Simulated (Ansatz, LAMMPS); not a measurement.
# Glassy Ca3Al2Si3O12 (120 atoms): geometry optimisation, part 3 of 3

How does glassy Ca3Al2Si3O12 (120 atoms) relax, and what do bonds, charges and levels look like afterwards?

Ansatz 0.2.0; Kohn-Sham DFT, PBE, PAW (set soft_2), plane waves.

The cell: 12 Al, 18 Ca, 72 O and 18 Si. The quench rate of 10 K/ps far exceeds what a furnace or splat quench reaches. The network of bonds at the start is that of the classical potential that made the cell. Only the Γ point is sampled, in a cell whose shortest periodic width is 12 Å.

So far, density (g/cm³): step 5 (distances and neighbours after relaxation) 2.81.

## 6. Single point at the relaxed geometry

The electronic structure is read at the final geometry, in a run of its own.

Contents of input.yaml:

```yaml
crystal:
  lattice:
    - [11.91395, -0.23057, 0.03369]
    - [-0.23057, 11.60736, -0.19607]
    - [0.03369, -0.19607, 11.56803]
  atoms:
    - { symbol: Al, position: [0.15568, 0.82613, 0.65984] }
    - { symbol: Al, position: [0.41561, 0.87617, 0.32024] }
    - { symbol: Al, position: [0.01227, 0.94509, 0.89561] }
    - { symbol: Al, position: [0.60062, 0.30202, 0.5024] }
    - { symbol: Al, position: [0.76096, 0.19824, 0.91773] }
    - { symbol: Al, position: [0.16547, 0.37639, 0.09489] }
    - { symbol: Al, position: [0.81688, 0.56088, 0.7153] }
    - { symbol: Al, position: [0.26395, 0.6623, 0.23619] }
    - { symbol: Al, position: [0.64441, 0.39693, 0.03877] }
    - { symbol: Al, position: [0.50997, 0.47925, 0.41294] }
    - { symbol: Al, position: [0.60572, 0.69328, 0.71563] }
    - { symbol: Al, position: [0.97809, 0.31178, 0.28446] }
    - { symbol: Ca, position: [0.28407, 0.6503, 0.50468] }
    - { symbol: Ca, position: [0.56879, 0.97608, 0.90774] }
    - { symbol: Ca, position: [0.29622, 0.97111, 0.8163] }
    - { symbol: Ca, position: [0.47409, 0.72618, 0.05323] }
    - { symbol: Ca, position: [0.03753, 0.4351, 0.61843] }
    - { symbol: Ca, position: [0.83135, 0.99179, 0.69601] }
    - { symbol: Ca, position: [0.30636, 0.30246, 0.62566] }
    - { symbol: Ca, position: [0.31579, 0.24054, 0.91381] }
    - { symbol: Ca, position: [0.82363, 0.99116, 0.11127] }
    - { symbol: Ca, position: [0.93273, 0.89554, 0.38862] }
    - { symbol: Ca, position: [0.98553, 0.40377, 0.90608] }
    - { symbol: Ca, position: [0.06741, 0.68309, 0.9094] }
    - { symbol: Ca, position: [0.01535, 0.59656, 0.22831] }
    - { symbol: Ca, position: [0.66896, 0.04036, 0.39979] }
    - { symbol: Ca, position: [0.55468, 0.40376, 0.7783] }
    - { symbol: Ca, position: [0.14761, 0.11562, 0.30073] }
    - { symbol: Ca, position: [0.80917, 0.51877, 0.39915] }
    - { symbol: Ca, position: [0.38672, 0.23996, 0.33786] }
    - { symbol: O, position: [0.31417, 0.3639, 0.10248] }
    - { symbol: O, position: [0.673, 0.78649, 0.82468] }
    - { symbol: O, position: [0.32522, 0.75626, 0.33707] }
    - { symbol: O, position: [0.4687, 0.64029, 0.74874] }
    - { symbol: O, position: [0.26894, 0.15576, 0.49424] }
    - { symbol: O, position: [0.45652, 0.36146, 0.49988] }
    - { symbol: O, position: [0.39268, 0.02651, 0.63972] }
    - { symbol: O, position: [0.87261, 0.66612, 0.81447] }
    - { symbol: O, position: [0.8115, 0.6407, 0.20485] }
    - { symbol: O, position: [0.59356, 0.0389, 0.73761] }
    - { symbol: O, position: [0.0678, 0.92793, 0.24519] }
    - { symbol: O, position: [0.20204, 0.936, 0.56741] }
    - { symbol: O, position: [0.78282, 0.86806, 0.27094] }
    - { symbol: O, position: [0.41693, 0.82355, 0.88149] }
    - { symbol: O, position: [0.28575, 0.63596, 0.8802] }
    - { symbol: O, position: [0.99375, 0.04755, 0.01456] }
    - { symbol: O, position: [0.20883, 0.31966, 0.3203] }
    - { symbol: O, position: [0.22705, 0.93313, 0.07351] }
    - { symbol: O, position: [0.02418, 0.42925, 0.39961] }
    - { symbol: O, position: [0.73292, 0.5176, 0.0163] }
    - { symbol: O, position: [0.55841, 0.15051, 0.54171] }
    - { symbol: O, position: [0.95526, 0.6926, 0.39756] }
    - { symbol: O, position: [0.65951, 0.30672, 0.15137] }
    - { symbol: O, position: [0.66181, 0.311, 0.91155] }
    - { symbol: O, position: [0.75774, 0.11682, 0.24001] }
    - { symbol: O, position: [0.85823, 0.42004, 0.74722] }
    - { symbol: O, position: [0.04767, 0.41113, 0.17771] }
    - { symbol: O, position: [0.94904, 0.58307, 0.03374] }
    - { symbol: O, position: [0.67563, 0.32725, 0.63927] }
    - { symbol: O, position: [0.11705, 0.86337, 0.80486] }
    - { symbol: O, position: [0.29346, 0.76473, 0.68947] }
    - { symbol: O, position: [0.21285, 0.45392, 0.52131] }
    - { symbol: O, position: [0.03347, 0.8402, 0.01915] }
    - { symbol: O, position: [0.79221, 0.74505, 0.01205] }
    - { symbol: O, position: [0.15541, 0.72824, 0.16019] }
    - { symbol: O, position: [0.00075, 0.0589, 0.79337] }
    - { symbol: O, position: [0.19741, 0.55878, 0.32522] }
    - { symbol: O, position: [0.31302, 0.41034, 0.80882] }
    - { symbol: O, position: [0.45228, 0.43712, 0.2742] }
    - { symbol: O, position: [0.64755, 0.44604, 0.44388] }
    - { symbol: O, position: [0.89434, 0.24849, 0.98701] }
    - { symbol: O, position: [0.45554, 0.22702, 0.74008] }
    - { symbol: O, position: [0.72049, 0.06524, 0.97246] }
    - { symbol: O, position: [0.80398, 0.19026, 0.76586] }
    - { symbol: O, position: [0.6162, 0.76637, 0.58675] }
    - { symbol: O, position: [0.91736, 0.83079, 0.58058] }
    - { symbol: O, position: [0.89563, 0.58681, 0.58543] }
    - { symbol: O, position: [0.21271, 0.13958, 0.76739] }
    [... 36 atom lines left out ...]
    - { symbol: Si, position: [0.9638, 0.70686, 0.53838] }
    - { symbol: Si, position: [0.08034, 0.157, 0.73263] }
    - { symbol: Si, position: [0.34413, 0.01006, 0.10756] }
    - { symbol: Si, position: [0.57852, 0.73253, 0.45612] }
    - { symbol: Si, position: [0.41124, 0.46162, 0.14229] }
    - { symbol: Si, position: [0.71807, 0.74276, 0.25093] }
kpoints:
  mp_grid: { grid: [1, 1, 1] }
hamiltonian:
  xc: pbe
scf:
  occupations: { method: fixed }
output:
  forces: true
  stress: true
  populations: true
  dos:
    method: { smearing: { sigma: 0.08 } }
    de: 0.1
    projected: { site_lists: { Al: [Al], Ca: [Ca], O: [O], Si: [Si] } }
  eigenvalues: true
  write_density: true
  write_potential: true
  volumetric_format: npy
```

Command:

```
$ ansatz run input.yaml --threads 4 --pin off --max-ram 8192MiB --backend cpu --events-out ev --progress --plain --runs-dir out
```

Numbers of over 12 decimals in the logs are rounded to 6 here.

Output:

```text
[...]
Crystal: 120 atoms, lattice volume = 1598.654 Å³
Basis set: ecut = 420 eV, 31259 PW (Γ), exchange–correlation on 160×160×160 points (8 copies of the dense FFT grid, shifted against one another)
Bands: 480, of which v1, the nominal top of the filled ones, is band 360 counted from 1 (359 counted from 0)
Symmetry: 1 space group operations
[...]
k-points: 1
[...]
SCF iter   1: F=—  HF=-91625.260232 eV  |F-HF|=—  |Δ(HF+E_count)|=         —  Δρ=1.88e-3  dr2=7.15e-2  ethr=1.77e-3  ⟨swp⟩=5.0  Hψ=1672  notcnv=0  defer=117
[...]
SCF iter   9: F=-91625.276177 eV  HF=-91625.276176 eV  |F-HF|=2.56e-8  |Δ(HF+E_count)|=   1.07e-7  Δρ=1.69e-6  dr2=4.82e-8  ethr=1.39e-11  ⟨swp⟩=21.0  Hψ=4720  notcnv=0
SCF 1 converged in 9 iterations: F = -91625.276177 eV  dr2 = 4.82e-8
[...]
SCF converged after 9 iterations
Free energy (F): -91625.276177 eV
[...]
Internal energy: -91625.276177 eV  (E = F + TS)
E sigma→0 (E₀):  -91625.276177 eV
Fermi energy:    4.826804 eV
[...]
--- Forces (eV/Å), atoms counted from 1 ---
  atom   1  Al     0.02070009    -0.00520892     0.00836542
  atom   2  Al     0.00351741    -0.00990221    -0.00640869
  atom   3  Al    -0.00404994    -0.00233781     0.00113803
  atom   4  Al     0.00172738     0.00651292    -0.01026684
  atom   5  Al     0.00334555    -0.00890641     0.00011786
  atom   6  Al    -0.00705417    -0.00394624     0.00212778
  atom   7  Al    -0.00415908    -0.00697722     0.00863262
  atom   8  Al    -0.00327571    -0.00186797     0.00917587
  atom   9  Al     0.00484190     0.00402926     0.01741526
  atom  10  Al     0.00765862    -0.01229765    -0.00757053
  atom  11  Al     0.00668735    -0.00746874     0.00454944
  atom  12  Al     0.00105153    -0.01080198     0.00311833
  atom  13  Ca    -0.00591561     0.00379701     0.00362840
  atom  14  Ca     0.02111666    -0.00619378     0.00600258
[...]
atom 119  Si     0.00677814     0.01108519     0.01503612
  atom 120  Si    -0.02888784    -0.01411433    -0.02401731
  max |Σ_I F_I| component: 1.23e-4 eV/Å
--- Stress (GPa, compression-positive) ---
        0.025308       0.000169      -0.005408
        0.000175       0.000104       0.000040
       -0.005409       0.000042       0.009001
  P = ⅓ Tr σ = 0.0115 GPa (0.115 kbar)
--- Band table (eV) ---
[...]
--- Löwdin populations: 120 sites ---
  site symbol       q [e]
     0     Al      1.7911
     1     Al      1.7085
     2     Al      1.7916
[...]
119     Si      2.3788
  spilling = 0.013105 (of n_electrons = 720.000000)
```

Wall time 32 s (4 threads of Arm Neoverse V2, shared host); peak memory 2.3 GiB.

Numbers from this run:

* free energy: -91625.2762 eV
* free energy per atom: -763.5440 eV/atom
* SCF cycles: 9
* pressure: 0.01147 GPa
* r.m.s. force component: 0.0095 eV/Å
* longest force: 0.04189 eV/Å
* Fermi energy: 4.827 eV
* gap (highest filled to lowest empty level): 3.897 eV
* spilling of the projection: 0.01311

Löwdin charges by element and coordination (they lack the spilled electrons, 0.079 e an atom on average):

| element | coordination | atoms | mean charge (e) | spread | least | most |
| --- | --- | --- | --- | --- | --- | --- |
| Al | all | 12 | 1.25 | 0.0367 | 1.20 | 1.31 |
| Al | 4 | 9 | 1.26 | 0.0329 | 1.21 | 1.31 |
| Al | 5 | 3 | 1.21 | 0.0036 | 1.20 | 1.21 |
| Ca | all | 18 | 1.78 | 0.0166 | 1.73 | 1.81 |
| Ca | 4 | 2 | 1.79 | 0.012 | 1.78 | 1.80 |
| Ca | 5 | 3 | 1.77 | 0.013 | 1.76 | 1.79 |
| Ca | 6 | 8 | 1.77 | 0.0197 | 1.73 | 1.81 |
| Ca | 7 | 5 | 1.78 | 0.0102 | 1.76 | 1.79 |
| O | all | 72 | -0.927 | 0.0741 | -1.11 | -0.802 |
| O | 2 | 11 | -0.856 | 0.0496 | -0.997 | -0.802 |
| O | 3 | 38 | -0.918 | 0.0648 | -1.11 | -0.823 |
| O | 4 | 22 | -0.98 | 0.0631 | -1.05 | -0.864 |
| O | 5 | 1 | -0.923 | 0 | -0.923 | -0.923 |
| Si | all | 18 | 1.63 | 0.0366 | 1.57 | 1.70 |

States in the cell by windows of 1 eV, zero at the Fermi level; the larger projections on atomic orbitals stand beside the total:

| from (eV) | to (eV) | total | O p | Si p | O s |
| --- | --- | --- | --- | --- | --- |
| -18 | -17 | 49.2 | 0.6 | 4.7 | 36.6 |
| -17 | -16 | 52.0 | 0.6 | 4.6 | 40.2 |
| -16 | -15 | 9.6 | 0.1 | 0.7 | 7.6 |
| -15 | -14 | 1.9 | 0.0 | 0.0 | 1.5 |
| -14 | -9 | 0.0 | 0.0 | 0.0 | 0.0 |
| -9 | -8 | 1.1 | 0.7 | 0.1 | 0.1 |
| -8 | -7 | 14.9 | 10.0 | 0.6 | 0.9 |
| -7 | -6 | 16.5 | 11.6 | 0.7 | 1.0 |
| -6 | -5 | 30.1 | 22.5 | 3.0 | 1.0 |
| -5 | -4 | 50.3 | 38.9 | 5.2 | 2.0 |
| -4 | -3 | 65.4 | 54.5 | 3.6 | 2.0 |
| -3 | -2 | 88.0 | 79.4 | 1.9 | 1.3 |
| -2 | -1 | 96.9 | 91.2 | 1.1 | 0.6 |
| -1 | 0 | 66.2 | 63.3 | 0.5 | 0.2 |
| 0 | 1 | 2.6 | 2.5 | 0.0 | 0.0 |
| 1 | 3 | 0.0 | 0.0 | 0.0 | 0.0 |
| 3 | 4 | 1.9 | 0.0 | 0.0 | 0.5 |
| 4 | 5 | 0.1 | 0.0 | 0.0 | 0.0 |

The curve was stored every 0.100 eV, coarse against its broadening of 0.08 eV, so these counts are rough.

With fixed occupations the program's Fermi level is the highest filled level; weight inside the gap is the broadening of levels at its edges.

Between -26 and -18 eV lie 139 more states.

The stored curve holds about 684 of the 720 electrons; the rest, give or take the few that broadening carries across the Fermi level, lie in deeper levels below its range.

The levels nearest the highest filled one (over half full), pooled over k-points and spins:

| level less the highest filled one (eV) | occupation |
| --- | --- |
| -0.229 | 2 |
| -0.173 | 2 |
| -0.121 | 2 |
| -0.0483 | 2 |
| -0.0266 | 2 |
| 0 | 2 |
| 3.90 | 0 |
| 5.11 | 0 |
| 5.18 | 0 |
| 5.31 | 0 |
| 5.35 | 0 |
| 5.42 | 0 |

Valence density in the ab plane at fractional z = 0.398, with atoms of Al and Ca and O and Si within 0.2 Å of it. It is the smooth field of the valence electrons, not physical close to the nuclei.

Ten steps, logarithmic in the rise over the least value, from '0' (0.0 e/Å³) to '9' (6.4 e/Å³), each cell a mean:
```
2000000013589964211124664211124554
4100000002367653234432211001147997
5100000001123323478863100011258998
3100000001222223589974210011136886
2100000012444322468763221110012443
4210000024565321244544444310013455
6310000023454211233345788531125799
7410000112332123444346899631125899
4210012222211135664334677421124676
2100134432110135654212233345542232
1111244432100123443211112579874111
4433344432100012211234433689984213
8875333331100112111356764478863235
9986422332100122222357764233321247
8865334432100123322235542111211136
4432334432111222222223221112221123
3211234432123433212345432111111122
6531112221236653212468753110111245
9752111112246653112578753100002479
9852111122233431001356542100012479
6532222222221110001123332100112356
2211222122222210000135776311111222
0000011112346542000158998522221111
0000000012589863100148998421121111
```
Columns run along a (11.9 Å), rows up along b (11.6 Å). Atoms in or near the plane, at fractional coordinates: Al at (0.51, 0.48), Ca at (0.93, 0.90), Ca at (0.67, 0.04), Ca at (0.81, 0.52), O at (0.02, 0.43), O at (0.96, 0.69), O at (0.37, 0.99), O at (0.54, 0.85), O at (0.00, 0.20), Si at (0.16, 0.43).

Electrostatic potential energy in the ab plane at fractional z = 0.398, with atoms of Al and Ca and O and Si within 0.2 Å of it. With pseudopotentials it is smooth inside the atoms' cores, unlike the true potential.

Ten even steps from '0' (-43 eV) to '9' (11 eV), each cell a mean:
```
8899999999830169999986556899987656
6899999999986688999999888999873002
6899999999998777853379999999861001
7899999999998878820059999999874224
9999999999999999963478999999998778
9999999999879999987557889999999988
7999999999999999986346424899999412
6999999998899999987667201799998301
9999999988889999788899756999999767
9999999999999999789999999876678999
9999999999999998777899998620037899
9999766789999986666689998500026899
4367301379999986687677688731258998
0025000179999987666786579987789995
4367312589999999888899999999999997
9999878899999999999999999999999999
9999999999987778999988999999999999
7999999999875457899963589999999998
1499999999875457899952489999999961
1499999999987778999987899999999951
7899888999999999999998888999999987
9998888999999999999985325799999999
9999889999998899999861001689999999
9999999999841279999862002689999888
```
Columns run along a (11.9 Å; values clipped at the 3rd and 97th percentile), rows up along b (11.6 Å). Atoms in or near the plane, at fractional coordinates: Al at (0.51, 0.48), Ca at (0.93, 0.90), Ca at (0.67, 0.04), Ca at (0.81, 0.52), O at (0.02, 0.43), O at (0.96, 0.69), O at (0.37, 0.99), O at (0.54, 0.85), O at (0.00, 0.20), Si at (0.16, 0.43).

Mean Löwdin charges: Al +1.25, Ca +1.78, O -0.93, Si +1.63 e (they miss 1.3 % of the electrons, so they add up to more than the cell's charge).

The surroundings of O88, which has 2 bonded neighbours where the commonest count for O is 3, nearest first, numbered as they follow in the input and with coordinates relative to it.

| atom | x | y | z | distance (Å) | bonds | Löwdin charge (e) |
| --- | --- | --- | --- | --- | --- | --- |
| O88 | 0.00 | 0.00 | 0.00 | 0.00 | 2 | -0.80 |
| Si106 | -1.24 | 0.46 | -0.96 | 1.64 | 4 | 1.62 |
| Si116 | 0.46 | 0.30 | 1.59 | 1.69 | 4 | 1.60 |
| O66 | -0.47 | -0.83 | 2.31 | 2.50 | 3 | -0.89 |
| O100 | -0.57 | 0.85 | -2.36 | 2.57 | 3 | -0.89 |
| O93 | 0.17 | 1.89 | 1.78 | 2.60 | 3 | -1.02 |
| O79 | -2.34 | -0.76 | -1.07 | 2.69 | 4 | -1.03 |
| O82 | -1.95 | 1.83 | -0.34 | 2.70 | 3 | -0.82 |

The column of bonds counts only the pairs O-Ca within 2.98 Å, O-Si within 2.08 Å, O-Al within 2.27 Å; other neighbours, such as metal atoms beside each other in a compound, aren't counted, and periodic images can show an atom twice.

## 7. Outcome

| Quantity | Value |
| --- | --- |
| energy change in the relaxation | -106.7 meV/atom |
| r.m.s. displacement | 0.237 Å |
| largest displacement | 0.684 Å |
| free energy per atom | -763.5440 eV/atom |
| pressure | 0.01147 GPa |
| r.m.s. force component | 0.0095 eV/Å |
| gap (highest filled to lowest empty level) | 3.897 eV |
| wall time of the 3 DFT runs | 6.4 min |

**Reading.** Relaxation lowers the energy by 107 meV/atom and moves atoms by 0.24 Å r.m.s.; the r.m.s. force component goes from 1.5 to 0.0095 eV/Å, the pressure goes from 5.8 to 0.011 GPa, and the gap from 3.10 to 3.90 eV. Displacements are taken in the final cell, so they leave out its strain. By the final cutoffs 5 of 229 bonded pairs parted and 5 joined. The cell grew by 0.7 % in volume. First to last step the energy falls by 12.809 eV, across changes of basis; the largest move, 0.68 Å, is that of O46. The O-Ca bonds change most in mean length: from 2.522 Å (spread 0.175) to 2.457 Å (spread 0.168), and their number from 107 to 106. Counting bonds as in the table, 75 % of Al atoms have 4, 44 % of Ca atoms have 6, 53 % of O atoms have 3 and all Si atoms have 4 bonded neighbours. 71 % of the oxygens bridge two formers (Si and Al) and 29 % are non-bridging. Between filled and empty levels lie 3.90 eV (at Γ alone); a semilocal functional tends to put such gaps too low. In a disordered cell it changes from sample to sample, and tail or defect levels can set it.

What to keep in mind: The network of bonds at the start is that of the classical potential that made the cell; in DFT 5 of its 229 bonded pairs passed out of the cutoffs and 5 came within them.

Against the measurements quoted at the start:

| quantity | measured | this cell | difference | method of the measurement |
| --- | --- | --- | --- | --- |
| nearest Ca–O distance | 2.4 Å | 2.41 Å | +0.4 % | X-ray diffraction |

The cell differs from the measured distances by up to 0.4 %. Distances of this cell are positions of the first main peak of g(r), or bond means where the peak is narrow; means over all bonds within a cutoff lie farther out for broad shells. The network comes from the model that made the cell; in DFT 5 of its 229 bonded pairs passed out of the cutoffs and 5 came within them.

[Logs are printed without paths, hosts, clocks, repeated set-up lines and the standing remarks that a program may print on its own settings, such as how far it seeks lower states.]

[Hosts, paths, dates, database ids (printed as entryN), source tags and the programs' standing remarks are cut or masked in the printed files.]
